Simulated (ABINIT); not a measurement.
# Quasiparticle gap of Diamond (Fd-3m, 2 atoms a cell) in ABINIT

Aim: the G0W0 gap of Diamond (Fd-3m, 2 atoms a cell) on LDA, step by step.

Calculated with ABINIT 10.8.3; LDA and many-body steps on it, plane waves.

**The experiments to reproduce.**

- Gap 5.5 eV: band gap, experimental literature value; bulk crystal (quoted in “Fermi level pinning by defects can explain the large reported carbon 1s binding energy variations in diamond”, 2019, arxiv:1902.02958).

- Gap 5.47 eV: experimental band gap used as input; bulk crystal (quoted in “Enhanced Electron Emission Performance and Air‐Surface Stability in ScO‐Terminated Diamond for Thermionic Energy Converters”, 2024, pmc:11600692).

## Step 1: The structure

The structure is cubic, space group Fd-3m (No. 227). Conventional cell: a = 3.567 Å, b = 3.567 Å, c = 3.567 Å, α = 90.00°, β = 90.00°, γ = 90.00°. Nearest to C lie 4 C at 1.54 Å.

Structure file:

```cif
data_structure
_symmetry_space_group_name_H-M 'Fd-3m:1'
_symmetry_Int_Tables_number 227
_cell_length_a 3.5667
_cell_length_b 3.5667
_cell_length_c 3.5667
_cell_angle_alpha 90.000
_cell_angle_beta 90.000
_cell_angle_gamma 90.000
_cell_volume 45.37
loop_
_atom_site_label
_atom_site_type_symbol
_atom_site_symmetry_multiplicity
_atom_site_Wyckoff_symbol
_atom_site_fract_x
_atom_site_fract_y
_atom_site_fract_z
_atom_site_occupancy
C1 C 8 b 0.00000 0.00000 0.50000 1
```

The cell and positions come from the Crystallography Open Database and are kept as given unless a step says otherwise.

## Step 2: Ground state

This step: ABINIT 10.8.3; DFT, LDA, plane waves, norm-conserving pseudopotentials.

The ground-state density comes first.

Input file run.abi:

```
acell 3*1.0 Angstrom
rprim 
  -0.000000000000 1.783370000000 1.783370000000
  1.783370000000 -0.000000000000 1.783370000000
  1.783370000000 1.783370000000 0.000000000000
ntypat 1
znucl 6
natom 2
typat 1 1
xred 
  -0.000000000000 0.000000000000 0.000000000000
  0.250000000000 0.250000000000 0.250000000000
pp_dirpath "pseudos"
pseudos "C.upf"
ecut 37
ngkpt 10 10 10
nshiftk 1
shiftk 0 0 0
kptopt 1
chksymbreak 0
nband 9
occopt 1
tolvrs 1e-10
nstep 60
prtwf 0
optforces 0
optstress 0
indata_prefix "in"
outdata_prefix "out"
tmpdata_prefix "tmp"
```

Command:

```console
OMP_NUM_THREADS=1 mpirun -n 4 abinit run.abi > log
```

Numbers of over 12 decimals in the logs are rounded to 6 here.

The program printed:

```text
.Version 10.8.3 of ABINIT. v10.8.2 released Aug 2026.

 Symmetries : space group Fd -3 m (#227); Bravais cF (face-center cubic)
================================================================================
 Values of the parameters that define the memory need of the present run
     intxc =       0    ionmov =       0      iscf =       7    lmnmax =       4
     lnmax =       4     mgfft =      30  mpssoang =       2    mqgrid =    3001
     natom =       2  nloc_mem =       1    nspden =       1   nspinor =       1
    nsppol =       1      nsym =      48    n1xccc =    2501    ntypat =       1
    occopt =       1   xclevel =       1
-    mband =           9        mffmem =           1         mkmem =          12
       mpw =         845          nfft =       27000          nkpt =          47
================================================================================
  Rough estimation (10% accuracy) of disk space for files :
================================================================================

--------------------------------------------------------------------------------
------------- Echo of variables that govern the present computation ------------
--------------------------------------------------------------------------------
 -outvars: echo values of preprocessed input variables --------
            acell      1.8897261259E+00  1.8897261259E+00  1.8897261259E+00 Bohr

      chksymbreak           0
             ecut      3.70000000E+01 Hartree
-          fftalg         312

              ixc       -1012
              kpt      0.00000000E+00  0.00000000E+00  0.00000000E+00
                       1.00000000E-01  0.00000000E+00  0.00000000E+00
                       2.00000000E-01  0.00000000E+00  0.00000000E+00
                       3.00000000E-01  0.00000000E+00  0.00000000E+00
                       4.00000000E-01  0.00000000E+00  0.00000000E+00
                       5.00000000E-01  0.00000000E+00  0.00000000E+00
                       1.00000000E-01  1.00000000E-01  0.00000000E+00
                       2.00000000E-01  1.00000000E-01  0.00000000E+00
                       3.00000000E-01  1.00000000E-01  0.00000000E+00
   [... 36 further rows ...]
                      -3.00000000E-01  4.00000000E-01  2.00000000E-01
                      -3.00000000E-01  5.00000000E-01  2.00000000E-01
         kptrlatt       10    0    0      0   10    0      0    0   10
          kptrlen      4.76601409E+01
P           mkmem          12
            natom           2
            nband           9
            ngfft          30      30      30
             nkpt          47
            nstep          60
             nsym          48
           ntypat           1
              occ      2.000000  2.000000  2.000000  2.000000  0.000000  0.000000
[...]
optforces           0
        optstress           0
            prtwf           0
            rprim     -0.0000000000E+00  1.7833700000E+00  1.7833700000E+00
[...]
spgroup         227

           tolvrs      1.00000000E-10

             xred      0.0000000000E+00  0.0000000000E+00  0.0000000000E+00
[...]
znucl        6.00000

================================================================================

 chkinp: Checking input parameters for consistency.

================================================================================
== DATASET  1 ==================================================================
-   mpi_nproc: 4, omp_nthreads: 1 (-1 if OMP is not activated)

--- !DatasetInfo
iteration_state: {dtset: 1, }
dimensions: {natom: 2, nkpt: 47, mband: 9, nsppol: 1, nspinor: 1, nspden: 1, mpw: 845, }
cutoff_energies: {ecut:  37.0, pawecutdg:  -1.0, }
electrons: {nelect:   8.00000000E+00, charge:   0.00000000E+00, occopt:   1.00000000E+00, tsmear:   1.00000000E-02, }

 Real(R)+Recip(G) space primitive vectors, cartesian coordinates (Bohr,Bohr^-1):
 R(1)=  0.0000000  3.3700809  3.3700809  G(1)= -0.1483644  0.1483644  0.1483644
 R(2)=  3.3700809  0.0000000  3.3700809  G(2)=  0.1483644 -0.1483644  0.1483644
 R(3)=  3.3700809  3.3700809  0.0000000  G(3)=  0.1483644  0.1483644 -0.1483644
 Unit cell volume ucvol=  7.6551017E+01 bohr^3
 Angles (23,13,12)=  6.00000000E+01  6.00000000E+01  6.00000000E+01 degrees

 getcut: wavevector=  0.0000  0.0000  0.0000  ngfft=  30  30  30
         ecut(hartree)=     37.000   => boxcut(ratio)=   2.30135

 getcut : COMMENT -
  Note that boxcut > 2.2 ; recall that boxcut=Gcut(box)/Gcut(sphere) = 2
  is sufficient for exact treatment of convolution.
  Such a large boxcut is a waste : you could raise ecut
  e.g. ecut=   48.989798 Hartrees makes boxcut=2

--- Pseudopotential description ------------------------------------------------
- C Generated using ONCVPSP code by D. R. Hamann
-  6.00000   4.00000  180309                  znucl, zion, pspdat
12 -1012 1 -1 1234                            pspcod,pspxc,lmax,lloc,mmax
     nproj     2     2
  pspatm : epsatm=    4.35103003
         --- l  ekb(1:nproj) -->
[...]
1   -4.185684   -0.892924
 pspatm: atomic psp has been read  and splines computed

   6.96164805E+01                                ecore*ucvol(ha*bohr**3)
--------------------------------------------------------------------------------

_setup2: Arith. and geom. avg. npw (full set) are     822.485     822.457

================================================================================

--- !BeginCycle
iteration_state: {dtset: 1, }
solver: {iscf: 7, nstep: 60, nline: 4, wfoptalg: 0, }
tolerances: {tolvrs: 1.00E-10, }

     iter   Etot(hartree)      deltaE(h)  residm     vres2
 ETOT  1  -12.045968769782    -1.205E+01 1.523E-01 7.209E+01
 ETOT  2  -12.063805947232    -1.784E-02 6.665E-03 2.061E-01
 ETOT  3  -12.063825716639    -1.977E-05 3.224E-03 6.572E-03
 ETOT  4  -12.063826148751    -4.321E-07 1.602E-03 5.775E-06
 ETOT  5  -12.063826149108    -3.574E-10 1.268E-03 5.807E-09
 ETOT  6  -12.063826149108     1.030E-13 1.212E-03 4.572E-11

 At SCF step    6       vres2   =  4.57E-11 < tolvrs=  1.00E-10 =>converged.

--- !ResultsGS
iteration_state: {dtset: 1, }
comment   : Summary of ground state results
lattice_vectors:
- [ -0.0000000,   3.3700809,   3.3700809, ]
- [  3.3700809,  -0.0000000,   3.3700809, ]
- [  3.3700809,   3.3700809,   0.0000000, ]
lattice_lengths: [   4.76601,    4.76601,    4.76601, ]
lattice_angles: [ 60.000,  60.000,  60.000, ] # degrees, (23, 13, 12)
lattice_volume:   7.6551017E+01
convergence: {deltae:  1.030E-13, res2:  4.572E-11, residm:  1.212E-03, diffor:  0.000E+00, }
etotal    :  -1.20638261E+01
entropy   :   0.00000000E+00
fermie    :   3.68790911E-01
cartesian_stress_tensor: null
pressure_GPa: null
xred      :
- [  0.0000E+00,   0.0000E+00,   0.0000E+00,  C]
- [  2.5000E-01,   2.5000E-01,   2.5000E-01,  C]
cartesian_forces: null
force_length_stats: {min: null, max: null, mean: null, }

 Integrated electronic density in atomic spheres:
 ------------------------------------------------
 Atom  Sphere_radius  Integrated_density
    1        2.00000          4.69161343
    2        2.00000          4.65376417
================================================================================

 ----iterations are completed or convergence reached----

 Mean square residual over all n,k,spin=   61.993E-07; max=  12.116E-04
 reduced coordinates (array xred) for    2 atoms
       0.000000000000      0.000000000000      0.000000000000
       0.250000000000      0.250000000000      0.250000000000
 rms dE/dt=  0.0000E+00; max dE/dt=  0.0000E+00; dE/dt below (all hartree)
    1       0.000000000000      0.000000000000      0.000000000000
    2       0.000000000000      0.000000000000      0.000000000000

 cartesian coordinates (angstrom) at end:
    1      0.000000     0.000000     0.000000
    2      0.891685     0.891685     0.891685
 length scales=  1.889726125908  1.889726125908  1.889726125908 bohr
              =  1.000000000000  1.000000000000  1.000000000000 angstroms
 prteigrs : about to open file out_EIG
 Fermi (or HOMO) energy (hartree) =   0.36879   Average Vxc (hartree)=  -0.50413
 Eigenvalues (hartree) for nkpt=  47  k points:
 kpt#   1, nband=  9, wtk=  0.00100, kpt=  0.0000  0.0000  0.0000 (reduced coord)
  -0.41574    0.36879    0.36879    0.36879    0.57315    0.57315    0.57315    0.86555
   1.06680
 prteigrs : prtvol=0 or 1, do not print more k-points.

--- !EnergyTerms
iteration_state     : {dtset: 1, }
comment             : Components of total free energy in Hartree
kinetic             :  8.52275355347911E+00
hartree             :  9.56771026470832E-01
xc                  : -4.33221440732825E+00
Ewald energy        : -1.27873442426994E+01
psp_core            :  9.09412870299240E-01
local_psp           : -4.68051972096022E+00
non_local_psp       : -6.52685228369418E-01
total_energy        : -1.20638261491081E+01
total_energy_eV     : -3.28273432947746E+02
band_energy         :  3.27132636195771E-01

== END DATASET(S) ==============================================================
================================================================================

 -outvars: echo values of variables after computation  --------
           etotal     -1.2063826149E+01
            nband           9
             nkpt          47
          spgroup         227
 [... the other variables as echoed above ...]

 Calculation completed.
```

Elapsed: 5.7 s, on 4 MPI ranks of Arm Neoverse N1, shared host; peak memory 0.25 GiB; 21 s of CPU time.

Numbers from this step:

```
total energy               : -328.2734 eV
gap                        : 4.179 eV
k of the valence top       : 0, 0, 0
k of the conduction bottom : 0.4, 0.4, 0
least direct gap           : 5.561 eV
```

The gap is indirect, with the least direct gap 1.38 eV higher.

(Part 1 of 3 ends here.)

[Paths, hosts, dates, memory and timing lines, banners, echoed tables and standing remarks are left out of the program output.]

[Logs are printed without paths, hosts, clocks, repeated set-up lines and the standing remarks that a program may print on its own settings, such as how far it seeks lower states.]

[Runs of the session that timed out or met a known fault of the program may be left out.]

[Hosts, paths, dates, database ids (printed as entryN), source tags and the programs' standing remarks are cut or masked in the printed files.]

[G0W0 gaps are taken among the corrected bands and points alone; a level outside them can change the order at an edge.]

[Where Ansatz stands beside ABINIT at settings called matched, ABINIT's density can come from a denser mesh and the files from another edition; pairs whose starting gaps differed by over 0.03 eV were left out, so agreement reads better than it is.]
